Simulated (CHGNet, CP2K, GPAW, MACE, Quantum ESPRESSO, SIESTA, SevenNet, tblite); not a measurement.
## Atom list for Random rock-salt (Ti, Nb, Ta, Hf)C solid solution (64 atoms)

The starting structure: Rock-salt lattice (a = 4.495 Å, the mean of the end members), 2 x 2 x 2 cells, metal sites filled at random with 3 Ti, 11 Nb, 9 Ta, 9 Hf; every coordinate displaced by a Gaussian of 0.05 Å. Then every atom was moved at random, 0.02 Å r.m.s. a Cartesian component.

Geometry: the built cell with every atom moved at random. Computed with Quantum ESPRESSO 7.5: Kohn-Sham DFT, PBE, SSSP efficiency 1.3.0 pseudopotentials, plane waves; sssp-1.3.0-efficiency; 60/480 Ry; levels smeared at 580 K; Γ point.

Cell vectors (Å):

```
8.990 0.000 0.000
0.000 8.990 0.000
0.000 0.000 8.990
```

Positions (Å):

```
1 Nb 0.059 8.975 0.040
2 C 2.243 0.007 8.926
3 Ti 8.930 2.277 2.218
4 C 2.191 2.263 2.246
5 Hf 2.226 0.029 2.194
6 C 0.003 0.044 2.285
7 Ta 2.248 2.273 0.025
8 C 8.891 2.248 0.089
9 Ti 0.015 0.033 4.353
10 C 2.284 8.949 4.481
11 Ta 0.045 2.296 6.770
12 C 2.278 2.220 6.733
13 Ta 2.208 0.003 6.653
14 C 0.029 0.048 6.661
15 Nb 2.268 2.393 4.485
16 C 8.952 2.215 4.524
17 Ti 0.051 4.515 0.024
18 C 2.230 4.497 0.029
19 Nb 0.010 6.759 2.231
20 C 2.238 6.726 2.185
21 Nb 2.235 4.498 2.268
22 C 0.015 4.495 2.269
23 Nb 2.217 6.703 8.931
24 C 8.970 6.810 8.975
25 Nb 0.040 4.507 4.563
26 C 2.254 4.498 4.546
27 Ta 8.962 6.742 6.740
28 C 2.333 6.825 6.766
29 Hf 2.252 4.381 6.611
30 C 0.002 4.557 6.721
31 Hf 2.285 6.799 4.384
32 C 0.057 6.719 4.458
33 Nb 4.493 0.001 8.972
34 C 6.736 8.898 8.972
35 Hf 4.472 2.191 2.230
36 C 6.620 2.271 2.242
37 Hf 6.639 8.987 2.272
38 C 4.560 0.012 2.256
39 Nb 6.661 2.186 8.954
40 C 4.602 2.173 8.923
41 Ta 4.513 0.115 4.465
42 C 6.760 8.977 4.569
43 Ta 4.484 2.164 6.701
44 C 6.778 2.364 6.761
45 Nb 6.689 8.930 6.767
46 C 4.603 8.977 6.807
47 Ta 6.674 2.309 4.532
48 C 4.444 2.191 4.405
49 Hf 4.549 4.479 8.985
50 C 6.821 4.424 0.040
51 Ta 4.564 6.650 2.242
52 C 6.792 6.791 2.270
53 Hf 6.800 4.447 2.184
54 C 4.415 4.564 2.299
55 Hf 6.689 6.790 0.037
56 C 4.573 6.766 0.056
57 Ta 4.520 4.574 4.616
58 C 6.727 4.472 4.564
59 Nb 4.444 6.736 6.637
60 C 6.733 6.788 6.781
61 Nb 6.720 4.502 6.793
62 C 4.531 4.475 6.761
63 Hf 6.675 6.727 4.554
64 C 4.464 6.700 4.407
```

**Question.** What force acts on each atom?

Columns: atom, fx, fy, fz (forces in eV/Å).

```
1 -1.024 0.790 -0.635
2 0.279 -0.091 -0.048
3 0.278 -0.074 0.329
4 -0.108 0.613 -0.102
5 0.468 -0.483 0.645
6 -0.385 0.088 -0.483
7 -0.466 0.108 0.201
8 1.606 0.358 -0.930
9 -0.324 0.126 1.240
10 -0.382 1.600 0.216
11 -1.207 -1.036 0.140
12 -0.224 -0.697 0.303
13 -0.019 0.123 0.368
14 0.188 -0.133 0.645
15 -1.236 -3.311 -1.420
16 0.134 0.352 -0.237
17 -0.598 -0.315 -0.244
18 0.035 0.011 -0.329
19 -0.411 -0.626 0.126
20 0.759 0.233 -0.332
21 -0.821 -0.192 -0.647
22 0.504 -0.150 -0.195
23 0.916 -0.032 1.147
24 0.875 -1.138 -0.018
25 -1.621 -0.246 -1.906
26 0.324 0.831 -2.333
27 0.845 0.559 -0.416
28 -1.488 -0.656 -0.822
29 0.109 2.896 4.321
30 -0.001 -0.613 1.195
31 -1.083 -1.159 1.365
32 -1.013 0.543 0.745
33 -0.802 -1.025 0.448
34 0.478 2.314 0.522
35 -0.870 2.196 -0.487
36 2.326 -0.616 0.524
37 3.414 0.565 -0.253
38 -2.232 -0.910 0.074
39 2.029 0.291 0.233
40 -2.376 0.834 0.273
41 -0.417 -2.534 0.323
42 -0.040 0.682 -0.641
43 0.376 1.153 0.343
44 -0.210 -1.584 -0.383
45 1.977 1.278 -0.571
46 -2.057 0.284 -1.502
47 1.450 -0.866 -0.478
48 0.706 1.749 2.008
49 -1.219 0.248 0.046
50 -0.073 0.667 -1.021
51 -1.242 1.252 -0.341
52 -0.570 -1.009 0.449
53 -0.797 0.859 1.593
54 1.163 -1.205 0.015
55 1.543 -1.989 -0.726
56 -2.220 -0.333 -0.816
57 -0.032 -2.210 -2.582
58 0.184 0.325 -0.430
59 0.654 0.444 2.056
60 0.516 -0.500 -0.266
61 0.930 0.128 -0.045
62 -0.278 0.065 -0.061
63 1.994 0.354 -1.263
64 0.786 0.814 1.068
```

Only the Γ point is sampled, in a cell whose shortest periodic width is 9 Å, which is coarse for a cell with partly filled levels.

The r.m.s. force component is 1.09 eV/Å; the longest force, 5.20 eV/Å, acts on Hf29.

[Logs are printed without paths, hosts, clocks, repeated set-up lines and the standing remarks that a program may print on its own settings, such as how far it seeks lower states.]

[Hosts, paths, dates, database ids (printed as entryN), source tags and the programs' standing remarks are cut or masked in the printed files.]
